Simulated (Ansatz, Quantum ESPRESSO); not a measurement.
# Ballistic transmission: Al chain with one bond drawn out by 1.5 Å, part 2 of 4

How well does the junction conduct in the ballistic limit? It is: Al chain with one bond drawn out by 1.5 Å.

Quantum ESPRESSO 7.5; plane-wave DFT, PBEsol, GBRV ultrasoft pseudopotentials; cross-check by Ansatz 0.2.0 with PAW datasets.

So far. Step 2 (Ground state): The run needed 53 iterations to bring the estimated error under 1e-07 Ry; the largest force on any atom, held or free, is 1.64 eV/Å.

## 3. Transmission with pwcond.x

Level of this step: transmission by pwcond, lead and junction from one cell; plane-wave DFT, PBEsol, GBRV ultrasoft pseudopotentials (Quantum ESPRESSO).

prefixt takes both regions from one run: the lead from 0 to bdl, the scattering region from bdl to bds (units of alat). ikind = 1 puts the same lead on both sides. The program's T_tot counts both spins in a run without spin; the tables below give T per spin.

Contents of cond.in:

```
&inputcond
  outdir = './out'
  prefixt = 'scf'
  tran_file = 'cond.dat'
  bdl = 0.6400000000
  bds = 4.0400000000
  ikind = 1
  ewind = 4.0
  epsproj = 1e-05
  nz1 = 7
  energy0 = 2.0
  denergy = -0.1
/
1
  0.00000000 0.00000000 1.00000000
41
```

Started as:

```sh
$ OMP_NUM_THREADS=1 mpirun -n 2 pwcond.x -in cond.in > cond.out
```

The program printed:

```text
[banner, memory and clock lines left out]
Program PWCOND v.7.5 starts

          URL

     ./out/scf.save/

     IMPORTANT: XC functional enforced from input :
     Exchange-correlation= PBESOL
                           (   1   4  10   8   0   0   0)
     Any further DFT definition will be discarded
     Please, verify this is what you really want

     negative rho (up, down):  2.262E-05 0.000E+00
     Reading collected, re-writing distributed wavefunctions

===== INPUT FILE containing all the regions =====

     GEOMETRY:

     lattice parameter (alat)  =      14.1729  a.u.
     the volume                =   11501.6926 (a.u.)^3
     the cross section         =     200.8724 (a.u.)^2
     l of the unit cell        =       4.0400 (alat)
     number of atoms/cell      =           12
     number of atomic types    =            1

     crystal axes: (cart. coord. in units of alat)
               a(1) = (  1.0000  0.0000  0.0000 )
               a(2) = (  0.0000  1.0000  0.0000 )
               a(3) = (  0.0000  0.0000  4.0400 )

   Cartesian axes

     site n.     atom                  positions (alat units)
          1        Al     tau(  1)=(  0.5000  0.5000  4.0400  )
          2        Al     tau(  2)=(  0.5000  0.5000  0.3200  )
          3        Al     tau(  3)=(  0.5000  0.5000  0.6400  )
          4        Al     tau(  4)=(  0.5000  0.5000  0.9600  )
          5        Al     tau(  5)=(  0.5000  0.5000  1.2800  )
          6        Al     tau(  6)=(  0.5000  0.5000  1.6000  )
          7        Al     tau(  7)=(  0.5000  0.5000  2.1200  )
          8        Al     tau(  8)=(  0.5000  0.5000  2.4400  )
          9        Al     tau(  9)=(  0.5000  0.5000  2.7600  )
         10        Al     tau( 10)=(  0.5000  0.5000  3.0800  )
         11        Al     tau( 11)=(  0.5000  0.5000  3.4000  )
         12        Al     tau( 12)=(  0.5000  0.5000  3.7200  )

     nr1s                      =           54
     nr2s                      =           54
     nr3s                      =          216
     nr1sx                     =           54
     nr2sx                     =           54
     nr3sx                     =          216
     nr1                       =           60
     nr2                       =           60
     nr3                       =          240
     nr1x                      =           60
     nr2x                      =           60
     nr3x                      =          240

 _______________________________
  Radii of nonlocal spheres:

     type       ibeta     ang. mom.          radius (alat units)
       Al         1         0                    0.1354
       Al         2         1                    0.1354
       Al         3         2                    0.1354
----- General information -----

--- T calc. with identical leads (ikind=1) ---

     nrx                       =           54
     nry                       =           54
     nz1                       =            7

     energy0               =         2.0E+00
     denergy               =        -1.0E-01
     nenergy               =         41
     ecut2d                =         3.4E+01
     ewind                 =         4.0E+00
     epsproj               =         1.0E-05

     number of k_|| points=    1
                       cryst. coord.
        k(    1) = (   0.0000000   0.0000000), wk =   1.0000000
----- Information about left/right lead -----

     nocros                   =            9
     noins                    =            9
     norb                     =           27
     norbf                    =           99
     nrz                      =           34

      iorb      type   ibeta   ang. mom.   m       position (alat)
        1        1       1        0        1   taunew(   1)=(  0.5000  0.5000  0.0000)
        2        1       2        1        1   taunew(   2)=(  0.5000  0.5000  0.0000)
        3        1       2        1        2   taunew(   3)=(  0.5000  0.5000  0.0000)
        4        1       2        1        3   taunew(   4)=(  0.5000  0.5000  0.0000)
        5        1       3        2        1   taunew(   5)=(  0.5000  0.5000  0.0000)
        6        1       3        2        2   taunew(   6)=(  0.5000  0.5000  0.0000)
        7        1       3        2        3   taunew(   7)=(  0.5000  0.5000  0.0000)
        8        1       3        2        4   taunew(   8)=(  0.5000  0.5000  0.0000)
        9        1       3        2        5   taunew(   9)=(  0.5000  0.5000  0.0000)
       10        1       1        0        1   taunew(  10)=(  0.5000  0.5000  0.3200)
       11        1       2        1        1   taunew(  11)=(  0.5000  0.5000  0.3200)
       12        1       2        1        2   taunew(  12)=(  0.5000  0.5000  0.3200)
       13        1       2        1        3   taunew(  13)=(  0.5000  0.5000  0.3200)
       14        1       3        2        1   taunew(  14)=(  0.5000  0.5000  0.3200)
       15        1       3        2        2   taunew(  15)=(  0.5000  0.5000  0.3200)
       16        1       3        2        3   taunew(  16)=(  0.5000  0.5000  0.3200)
       17        1       3        2        4   taunew(  17)=(  0.5000  0.5000  0.3200)
       18        1       3        2        5   taunew(  18)=(  0.5000  0.5000  0.3200)
       19        1       1        0        1   taunew(  19)=(  0.5000  0.5000  0.6400)
       20        1       2        1        1   taunew(  20)=(  0.5000  0.5000  0.6400)
       21        1       2        1        2   taunew(  21)=(  0.5000  0.5000  0.6400)
       22        1       2        1        3   taunew(  22)=(  0.5000  0.5000  0.6400)
       23        1       3        2        1   taunew(  23)=(  0.5000  0.5000  0.6400)
       24        1       3        2        2   taunew(  24)=(  0.5000  0.5000  0.6400)
       25        1       3        2        3   taunew(  25)=(  0.5000  0.5000  0.6400)
       26        1       3        2        4   taunew(  26)=(  0.5000  0.5000  0.6400)
       27        1       3        2        5   taunew(  27)=(  0.5000  0.5000  0.6400)
    k slab    z(k)  z(k+1)     crossing(iorb=1,norb)
    1   0.0000 0.0188 0.0188   111111111000000000000000000
    2   0.0188 0.0376 0.0188   111111111000000000000000000
    3   0.0376 0.0565 0.0188   111111111000000000000000000
    4   0.0565 0.0753 0.0188   111111111000000000000000000
    5   0.0753 0.0941 0.0188   111111111000000000000000000
    6   0.0941 0.1129 0.0188   111111111000000000000000000
    7   0.1129 0.1318 0.0188   111111111000000000000000000
    8   0.1318 0.1506 0.0188   111111111000000000000000000
    9   0.1506 0.1694 0.0188   000000000000000000000000000
   10   0.1694 0.1882 0.0188   000000000111111111000000000
[...]
85        1       2        1        3   taunew(  85)=(  0.5000  0.5000  3.0800)
       86        1       3        2        1   taunew(  86)=(  0.5000  0.5000  3.0800)
       87        1       3        2        2   taunew(  87)=(  0.5000  0.5000  3.0800)
       88        1       3        2        3   taunew(  88)=(  0.5000  0.5000  3.0800)
       89        1       3        2        4   taunew(  89)=(  0.5000  0.5000  3.0800)
       90        1       3        2        5   taunew(  90)=(  0.5000  0.5000  3.0800)
       91        1       1        0        1   taunew(  91)=(  0.5000  0.5000  3.4000)
       92        1       2        1        1   taunew(  92)=(  0.5000  0.5000  3.4000)
       93        1       2        1        2   taunew(  93)=(  0.5000  0.5000  3.4000)
       94        1       2        1        3   taunew(  94)=(  0.5000  0.5000  3.4000)
       95        1       3        2        1   taunew(  95)=(  0.5000  0.5000  3.4000)
       96        1       3        2        2   taunew(  96)=(  0.5000  0.5000  3.4000)
       97        1       3        2        3   taunew(  97)=(  0.5000  0.5000  3.4000)
       98        1       3        2        4   taunew(  98)=(  0.5000  0.5000  3.4000)
       99        1       3        2        5   taunew(  99)=(  0.5000  0.5000  3.4000)
 ngper, shell number =          545          70
 ngper, n2d =          545         142
---  E-Ef =    2.0000000  k =    0.0000000   0.0000000
---  ie =          1  ik =          1
 Nchannels of the left tip =            3
 Right moving states:
   k1(2pi/a)   k2(2pi/a)   E-Ef (eV)
   0.1530814  -0.0000034   2.0000000
  -0.3758754  -0.0000001   2.0000000
  -0.3758754  -0.0000001   2.0000000
 Left moving states:
   k1(2pi/a)   k2(2pi/a)   E-Ef (eV)
  -0.1530814  -0.0000034   2.0000000
   0.3758754  -0.0000001   2.0000000
   0.3758754  -0.0000001   2.0000000

 to transmit
 Band j to band i transmissions and reflections:
    j         i     |T_ij|^2    |R_ij|^2

    1 -->     1     0.27478     0.72522
    1 -->     2     0.00000     0.00000
    1 -->     3     0.00000     0.00000
   Total T_j, R_j =    0.27478  0.72522

    2 -->     1     0.00000     0.00000
    2 -->     2     0.21298     0.00325
    2 -->     3     0.00000     0.78377
   Total T_j, R_j =    0.21298  0.78702

    3 -->     1     0.00000     0.00000
    3 -->     2     0.00000     0.78377
    3 -->     3     0.21298     0.00325
   Total T_j, R_j =    0.21298  0.78702

E-Ef(ev), T(x2 spins) =    2.0000000   1.4014913
---  E-Ef =    1.9000000  k =    0.0000000   0.0000000
---  ie =          2  ik =          1
 Nchannels of the left tip =            3
 Right moving states:
   k1(2pi/a)   k2(2pi/a)   E-Ef (eV)
   0.1439816  -0.0000034   1.9000000
  -0.3891856  -0.0000001   1.9000000
  -0.3891856  -0.0000001   1.9000000
 Left moving states:
   k1(2pi/a)   k2(2pi/a)   E-Ef (eV)
  -0.1439816  -0.0000034   1.9000000
   0.3891856  -0.0000001   1.9000000
   0.3891856  -0.0000001   1.9000000

 to transmit
 Band j to band i transmissions and reflections:
    j         i     |T_ij|^2    |R_ij|^2

    1 -->     1     0.25358     0.74642
    1 -->     2     0.00000     0.00000
    1 -->     3     0.00000     0.00000
   Total T_j, R_j =    0.25358  0.74642

    2 -->     1     0.00000     0.00000
    2 -->     2     0.20214     0.00354
    2 -->     3     0.00000     0.79432
   Total T_j, R_j =    0.20214  0.79786

    3 -->     1     0.00000     0.00000
    3 -->     2     0.00000     0.79432
    3 -->     3     0.20214     0.00354
   Total T_j, R_j =    0.20214  0.79786

E-Ef(ev), T(x2 spins) =    1.9000000   1.3157316
---  E-Ef =    1.8000000  k =    0.0000000   0.0000000
---  ie =          3  ik =          1
 Nchannels of the left tip =            3
 Right moving states:
   k1(2pi/a)   k2(2pi/a)   E-Ef (eV)
   0.1346910  -0.0000034   1.8000000
  -0.4027877  -0.0000001   1.8000000
  -0.4027877  -0.0000001   1.8000000
 Left moving states:
   k1(2pi/a)   k2(2pi/a)   E-Ef (eV)
  -0.1346910  -0.0000034   1.8000000
   0.4027877  -0.0000001   1.8000000
   0.4027877  -0.0000001   1.8000000

 to transmit
 Band j to band i transmissions and reflections:
    j         i     |T_ij|^2    |R_ij|^2

    1 -->     1     0.23242     0.76758
    1 -->     2     0.00000     0.00000
    1 -->     3     0.00000     0.00000
   Total T_j, R_j =    0.23242  0.76758

    2 -->     1     0.00000     0.00000
    2 -->     2     0.19094     0.00377
    2 -->     3     0.00000     0.80529
   Total T_j, R_j =    0.19094  0.80906

    3 -->     1     0.00000     0.00000
    3 -->     2     0.00000     0.80529
    3 -->     3     0.19094     0.00377
   Total T_j, R_j =    0.19094  0.80906

E-Ef(ev), T(x2 spins) =    1.8000000   1.2286042
[... further energies and points left out ...]
---  E-Ef =   -1.8000000  k =    0.0000000   0.0000000
---  ie =         39  ik =          1
 Nchannels of the left tip =            1
 Right moving states:
   k1(2pi/a)   k2(2pi/a)   E-Ef (eV)
  -0.1099341  -0.0000037  -1.8000000
 Left moving states:
   k1(2pi/a)   k2(2pi/a)   E-Ef (eV)
   0.1099341  -0.0000037  -1.8000000

 to transmit
 Band j to band i transmissions and reflections:
    j         i     |T_ij|^2    |R_ij|^2

    1 -->     1     0.19572     0.80428
   Total T_j, R_j =    0.19572  0.80428

E-Ef(ev), T(x2 spins) =   -1.8000000   0.3914345
---  E-Ef =   -1.9000000  k =    0.0000000   0.0000000
---  ie =         40  ik =          1
 Nchannels of the left tip =            1
 Right moving states:
   k1(2pi/a)   k2(2pi/a)   E-Ef (eV)
  -0.1223117  -0.0000037  -1.9000000
 Left moving states:
   k1(2pi/a)   k2(2pi/a)   E-Ef (eV)
   0.1223117  -0.0000037  -1.9000000

 to transmit
 Band j to band i transmissions and reflections:
    j         i     |T_ij|^2    |R_ij|^2

    1 -->     1     0.19306     0.80694
   Total T_j, R_j =    0.19306  0.80694

E-Ef(ev), T(x2 spins) =   -1.9000000   0.3861103
---  E-Ef =   -2.0000000  k =    0.0000000   0.0000000
---  ie =         41  ik =          1
 Nchannels of the left tip =            1
 Right moving states:
   k1(2pi/a)   k2(2pi/a)   E-Ef (eV)
  -0.1343678  -0.0000037  -2.0000000
 Left moving states:
   k1(2pi/a)   k2(2pi/a)   E-Ef (eV)
   0.1343678  -0.0000037  -2.0000000

 to transmit
 Band j to band i transmissions and reflections:
    j         i     |T_ij|^2    |R_ij|^2

    1 -->     1     0.18806     0.81194
   Total T_j, R_j =    0.18806  0.81194

E-Ef(ev), T(x2 spins) =   -2.0000000   0.3761122
   T_tot     2.00000      0.14015E+01
   T_tot     1.90000      0.13157E+01
   T_tot     1.80000      0.12286E+01
   T_tot     1.70000      0.11407E+01
   T_tot     1.60000      0.10531E+01
   T_tot     1.50000      0.96672E+00
   T_tot     1.40000      0.88212E+00
   T_tot     1.30000      0.79923E+00
   T_tot     1.20000      0.71683E+00
   T_tot     1.10000      0.63182E+00
   T_tot     1.00000      0.54393E+00
   T_tot     0.90000      0.44641E+00
   T_tot     0.80000      0.41471E+00
   T_tot     0.70000      0.38592E+00
   T_tot     0.60000      0.36162E+00
   T_tot     0.50000      0.34793E+00
   T_tot     0.40000      0.35248E+00
   T_tot     0.30000      0.38544E+00
   T_tot     0.20000      0.46033E+00
   T_tot     0.10000      0.57992E+00
   T_tot    -0.00000      0.66352E+00
   T_tot    -0.10000      0.50631E+00
   T_tot    -0.20000      0.18475E+00
   T_tot    -0.30000      0.24846E-01
   T_tot    -0.40000      0.00000E+00
   T_tot    -0.50000      0.00000E+00
   T_tot    -0.60000      0.00000E+00
   T_tot    -0.70000      0.00000E+00
   T_tot    -0.80000      0.00000E+00
   T_tot    -0.90000      0.00000E+00
   T_tot    -1.00000      0.00000E+00
   T_tot    -1.10000      0.00000E+00
   T_tot    -1.20000      0.00000E+00
   T_tot    -1.30000      0.11955E+00
   T_tot    -1.40000      0.26811E+00
   T_tot    -1.50000      0.34015E+00
   T_tot    -1.60000      0.37498E+00
   T_tot    -1.70000      0.38928E+00
   T_tot    -1.80000      0.39143E+00
   T_tot    -1.90000      0.38611E+00
   T_tot    -2.00000      0.37611E+00

Note: The following floating-point exceptions are signalling: IEEE_UNDERFLOW_FLAG
Note: The following floating-point exceptions are signalling: IEEE_UNDERFLOW_FLAG
```

It took 3.2 min on 2 MPI ranks of Arm Neoverse V2, shared host; peak memory 0.31 GiB; 6.4 min of CPU time.

This step gave:

| Property | Result |
| --- | --- |
| lead channels at the Fermi level, one spin | 2 |
| transmission at the Fermi level, one spin | 0.3318 |
| conductance | 0.3318 G₀ |

Per spin. The open channels by energy, zero at the Fermi level:

```tsv
energy (eV)	open channels
-2.00	1
-1.80	1
-1.60	1
-1.40	1
-1.20	0
-1.00	0
-0.90	0
-0.70	0
-0.50	0
-0.30	2
-0.10	2
0.00	2
0.10	2
0.30	2
0.50	2
0.70	2
0.90	3
1.00	3
1.20	3
1.40	3
1.60	3
1.80	3
2.00	3
```

Per spin. The transmission by energy, zero at the Fermi level:

```tsv
energy (eV)	transmission
-2.00	0.188
-1.80	0.196
-1.60	0.187
-1.40	0.134
-1.20	0
-1.00	0
-0.90	0
-0.70	0
-0.50	0
-0.30	0.0124
-0.10	0.253
0.00	0.332
0.10	0.290
0.30	0.193
0.50	0.174
0.70	0.193
0.90	0.223
1.00	0.272
1.20	0.358
1.40	0.441
1.60	0.527
1.80	0.614
2.00	0.701
```

The program's own clock; routines nest. Time by routine:

```tsv
routine	wall time (s)	calls
PWCOND	191.6	1
scatter_forw	162.4	82
local	15.16	1
compbs	11.95	41
compbs_2	9.88	41
init	0.77	1
poten	0.09	1
```

At no point does T exceed the number of channels.

(Continued in part 3 of 4.)

[Logs are printed without paths, hosts, clocks, repeated set-up lines and the standing remarks that a program may print on its own settings, such as how far it seeks lower states.]

[Hosts, paths, dates, database ids (printed as entryN), source tags and the programs' standing remarks are cut or masked in the printed files.]

[Maps of the electrostatic potential energy from Ansatz leave out the sawtooth potential of an applied field or a dipole correction, so their vacuum need not be flat; planar profiles and work functions include it.]
